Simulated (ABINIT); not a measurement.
**Cl (Cmce): G0W0 in ABINIT against the wavefunction cutoff in GW**

Aim: move the wavefunction cutoff in GW of a G0W0 run on Cl (Cmce) over a wide range.

Calculated with ABINIT 10.8.3; PBE and many-body steps on it, plane waves.

Most raw output is cut from this account.

### 1. The starting structure

Symmetry: Cmce, No. 64, orthorhombic system. The conventional cell has a = 6.290 Å, b = 4.500 Å, c = 8.210 Å, α = 90.00°, β = 90.00°, γ = 90.00°. Nearest to Cl lie 1 Cl at 2.02 Å.

The cell and positions come from the Crystallography Open Database and are kept as given unless a step says otherwise.

### 2. Screening, 4×4×2 mesh, 101 bands, screening to 130.6 eV

This step: ABINIT 10.8.3; RPA screening on PBE, plane waves, norm-conserving pseudopotentials.

The RPA dielectric matrix is built and inverted for each q.

run.abi reads:

```
acell 3*1.0 Angstrom
rprim 
  3.145000000000 -2.250000000000 0.000000000000
  3.145000000000 2.250000000000 0.000000000000
  0.000000000000 0.000000000000 8.210000000000
ntypat 1
znucl 17
natom 4
typat 1 1 1 1
xred 
  0.870000000000 0.130000000000 0.100000000000
  0.630000000000 0.370000000000 0.600000000000
  0.130000000000 0.870000000000 0.900000000000
  0.370000000000 0.630000000000 0.400000000000
pp_dirpath "pseudos"
pseudos "Cl.upf"
ecut 25
ngkpt 4 4 2
nshiftk 1
shiftk 0 0 0
kptopt 1
chksymbreak 0
istwfk *1
occopt 1
irdwfk 1
optdriver 3
nband 101
ecuteps 4.8
inclvkb 2
awtr 1
symchi 1
ecutwfn 7.5
indata_prefix "in"
outdata_prefix "out"
tmpdata_prefix "tmp"
```

Command:

```console
> OMP_NUM_THREADS=1 mpirun -n 8 abinit run.abi > log
```

Wall time 21 s (8 MPI ranks of Arm Neoverse V2, shared host); peak memory 1 GiB; 2.8 min of CPU time.

Numbers from this step:

| Quantity | Value |
| --- | --- |
| ε∞ with local fields, on this mesh, along the program's q direction | 2.848 |
| the same without local fields | 3.545 |
| plasma frequency | 18.21 eV |
| plane waves in the screening matrix | 403 |

Local fields lower ε∞ by 20 %. On a Γ-centred mesh this coarse the value itself is usually too large, while a short band sum pulls it down.

### 3. 7.5 Ha

This step: G0W0 on PBE, plane waves, norm-conserving pseudopotentials.

Changes to run.abi since step 2:

```diff
@@ -25,8 +25,17 @@
 irdwfk 1
-optdriver 3
+optdriver 4
 nband 101
+gwcalctyp 0
+ecutsigx 7.5
+symsigma 1
+nkptgw 2
+kptgw 
+  0.5000000000 0.5000000000 0.0000000000
+  0.0000000000 0.0000000000 0.0000000000
+bdgw 
+  13 16
+  13 16
 ecuteps 4.8
-inclvkb 2
-awtr 1
-symchi 1
+irdscr 1
+ppmodel 1
 ecutwfn 7.5
```

It took 11 s on 8 MPI ranks; peak memory 1.8 GiB.

Numbers from this step:

```
G0W0 gap on the points computed              : 5.659 eV
starting gap on the mesh                     : 2.469 eV
k of the valence top                         : 0.5, 0.5, 0
k of the conduction bottom                   : 0, 0, 0
Z at the valence top                         : 0.793
Z at the conduction bottom                   : 0.797
least direct G0W0 gap on the computed points : 5.710 eV
```

### 4. Screening, 4×4×2 mesh, 101 bands, screening to 130.6 eV

This step: RPA screening on PBE, plane waves, norm-conserving pseudopotentials.

Changes to run.abi since step 3:

```diff
@@ -25,18 +25,9 @@
 irdwfk 1
-optdriver 4
+optdriver 3
 nband 101
-gwcalctyp 0
-ecutsigx 7.5
-symsigma 1
-nkptgw 2
-kptgw 
-  0.5000000000 0.5000000000 0.0000000000
-  0.0000000000 0.0000000000 0.0000000000
-bdgw 
-  13 16
-  13 16
 ecuteps 4.8
-irdscr 1
-ppmodel 1
-ecutwfn 7.5
+inclvkb 2
+awtr 1
+symchi 1
+ecutwfn 12.5
 indata_prefix "in"
```

The job ended after 25 s (8 MPI ranks; peak memory 1.3 GiB).

This step gave:

```yaml
eps_infinity_with_local_fields_on_this_mesh_along_the_program_s_q_direction: 2.814
the_same_without_local_fields: 3.473
plasma_frequency: 18.23 eV
plane_waves_in_the_screening_matrix: 403
```

### 5. 12.5 Ha

The self-energy is evaluated for the states that the input lists, and the levels follow from it, in one-shot runs by the linearised quasiparticle equation.

This step: G0W0 on PBE, plane waves, norm-conserving pseudopotentials.

Changes to run.abi since step 4:

```diff
@@ -25,8 +25,17 @@
 irdwfk 1
-optdriver 3
+optdriver 4
 nband 101
+gwcalctyp 0
+ecutsigx 12.5
+symsigma 1
+nkptgw 2
+kptgw 
+  0.5000000000 0.5000000000 0.0000000000
+  0.0000000000 0.0000000000 0.0000000000
+bdgw 
+  13 16
+  13 16
 ecuteps 4.8
-inclvkb 2
-awtr 1
-symchi 1
+irdscr 1
+ppmodel 1
 ecutwfn 12.5
```

Elapsed: 11 s, on 8 MPI ranks; peak memory 2 GiB; 85 s of CPU time.

Numbers from this step:

```yaml
g0w0_gap_on_the_points_computed: 5.66 eV
starting_gap_on_the_mesh: 2.469 eV
k_of_the_valence_top: 0.5, 0.5, 0
k_of_the_conduction_bottom: 0, 0, 0
z_at_the_valence_top: 0.792
z_at_the_conduction_bottom: 0.795
least_direct_g0w0_gap_on_the_computed_points: 5.712 eV
```

The gap on the mesh goes from 2.47 eV to 5.66 eV, a correction of +3.19 eV.

### 6. Screening, 4×4×2 mesh, 101 bands, screening to 130.6 eV

This step: RPA screening on PBE, plane waves, norm-conserving pseudopotentials.

Changes to run.abi since step 5:

```diff
@@ -25,18 +25,9 @@
 irdwfk 1
-optdriver 4
+optdriver 3
 nband 101
-gwcalctyp 0
-ecutsigx 12.5
-symsigma 1
-nkptgw 2
-kptgw 
-  0.5000000000 0.5000000000 0.0000000000
-  0.0000000000 0.0000000000 0.0000000000
-bdgw 
-  13 16
-  13 16
 ecuteps 4.8
-irdscr 1
-ppmodel 1
-ecutwfn 12.5
+inclvkb 2
+awtr 1
+symchi 1
+ecutwfn 18.8
 indata_prefix "in"
```

The job ended after 45 s (8 MPI ranks; peak memory 1.9 GiB).

Numbers from this step:

```yaml
eps_infinity_with_local_fields_on_this_mesh_along_the_program_s_q_direction: 2.809
the_same_without_local_fields: 3.459
plasma_frequency: 18.23 eV
plane_waves_in_the_screening_matrix: 403
```

### 7. 18.8 Ha

This step: G0W0 on PBE, plane waves, norm-conserving pseudopotentials.

Changes to run.abi since step 6:

```diff
@@ -25,8 +25,17 @@
 irdwfk 1
-optdriver 3
+optdriver 4
 nband 101
+gwcalctyp 0
+ecutsigx 18.8
+symsigma 1
+nkptgw 2
+kptgw 
+  0.5000000000 0.5000000000 0.0000000000
+  0.0000000000 0.0000000000 0.0000000000
+bdgw 
+  13 16
+  13 16
 ecuteps 4.8
-inclvkb 2
-awtr 1
-symchi 1
+irdscr 1
+ppmodel 1
 ecutwfn 18.8
```

It took 12 s on 8 MPI ranks; peak memory 2.3 GiB; 91 s of CPU time.

This step gave:

| Property | Result |
| --- | --- |
| G0W0 gap on the points computed | 5.661 eV |
| starting gap on the mesh | 2.469 eV |
| k of the valence top | 0.5, 0.5, 0 |
| k of the conduction bottom | 0, 0, 0 |
| least direct G0W0 gap on the computed points | 5.712 eV |

Against the run before, the gap moves by +0.001 eV.

### 8. Screening, 4×4×2 mesh, 101 bands, screening to 130.6 eV

This step: RPA screening on PBE, plane waves, norm-conserving pseudopotentials.

Changes to run.abi since step 7:

```diff
@@ -25,18 +25,8 @@
 irdwfk 1
-optdriver 4
+optdriver 3
 nband 101
-gwcalctyp 0
-ecutsigx 18.8
-symsigma 1
-nkptgw 2
-kptgw 
-  0.5000000000 0.5000000000 0.0000000000
-  0.0000000000 0.0000000000 0.0000000000
-bdgw 
-  13 16
-  13 16
 ecuteps 4.8
-irdscr 1
-ppmodel 1
-ecutwfn 18.8
+inclvkb 2
+awtr 1
+symchi 1
 indata_prefix "in"
```

The job ended after 37 s (8 MPI ranks; peak memory 2.2 GiB).

Numbers from this step:

```yaml
eps_infinity_with_local_fields_on_this_mesh_along_the_program_s_q_direction: 2.808
the_same_without_local_fields: 3.458
plasma_frequency: 18.23 eV
plane_waves_in_the_screening_matrix: 403
```

### 9. 25 Ha

This step: G0W0 on PBE, plane waves, norm-conserving pseudopotentials.

Changes to run.abi since step 8:

```diff
@@ -25,8 +25,17 @@
 irdwfk 1
-optdriver 3
+optdriver 4
 nband 101
+gwcalctyp 0
+ecutsigx 25
+symsigma 1
+nkptgw 2
+kptgw 
+  0.5000000000 0.5000000000 0.0000000000
+  0.0000000000 0.0000000000 0.0000000000
+bdgw 
+  13 16
+  13 16
 ecuteps 4.8
-inclvkb 2
-awtr 1
-symchi 1
+irdscr 1
+ppmodel 1
 indata_prefix "in"
```

Run time: 11 s. Hardware: 8 MPI ranks; peak memory 2.5 GiB.

This step gave:

```
G0W0 gap on the points computed              : 5.661 eV
starting gap on the mesh                     : 2.469 eV
k of the valence top                         : 0.5, 0.5, 0
k of the conduction bottom                   : 0, 0, 0
least direct G0W0 gap on the computed points : 5.713 eV
```

Against the run before, the gap moves by +0.000 eV.

### 10. Side by side

Times are wall times on 8 MPI ranks of Arm Neoverse V2, shared host, good to a factor of about two. A run's time includes the screening step that it read.

```csv
run,mesh,bands,screening cutoff (eV),DFT gap (eV),gap on the mesh (eV),direct (eV),ε∞ used,time
7.5 Ha,4×4×2,101,130.6,2.469,5.659,5.710,2.85,32 s
12.5 Ha,4×4×2,101,130.6,2.469,5.660,5.712,2.81,35 s
18.8 Ha,4×4×2,101,130.6,2.469,5.661,5.712,2.81,57 s
25 Ha,4×4×2,101,130.6,2.469,5.661,5.713,2.81,48 s
```

### 11. Summary of results

* 7.5 Ha: 5.659 eV
* 12.5 Ha: 5.660 eV
* 18.8 Ha: 5.661 eV
* 25 Ha: 5.661 eV
* known limits: not at the basis limit; coarse k mesh

In words: The setting moved: wavefunction cutoff in GW. From 7.5 Ha to 25 Ha the gap moves by +0.002 eV. It holds to 0.03 eV from 7.5 Ha on. Bands and screening cutoff are coupled, so a series along one setting does not show full convergence. The exchange cutoff follows the wavefunction cutoff here. Bands and cutoff are finite, so the gap is not at the basis limit. The miss can reach some tenths of an eV and take either sign; the mesh is an error of its own. In the G0W0 runs levels were corrected at 2 k points alone, so a gap called «on the mesh» is the least over those, and an edge elsewhere would be missed. The 4×4×2 mesh is coarse for this cell, which bears on the long-range parts of exchange and screening.

[Paths, hosts, dates, memory and timing lines, banners, echoed tables and standing remarks are left out of the program output.]

[Logs are printed without paths, hosts, clocks, repeated set-up lines and the standing remarks that a program may print on its own settings, such as how far it seeks lower states.]

[Runs of the session that timed out or met a known fault of the program may be left out.]

[Hosts, paths, dates, database ids (printed as entryN), source tags and the programs' standing remarks are cut or masked in the printed files.]

[G0W0 gaps are taken among the corrected bands and points alone; a level outside them can change the order at an edge.]

[Where Ansatz stands beside ABINIT at settings called matched, ABINIT's density can come from a denser mesh and the files from another edition; pairs whose starting gaps differed by over 0.03 eV were left out, so agreement reads better than it is.]
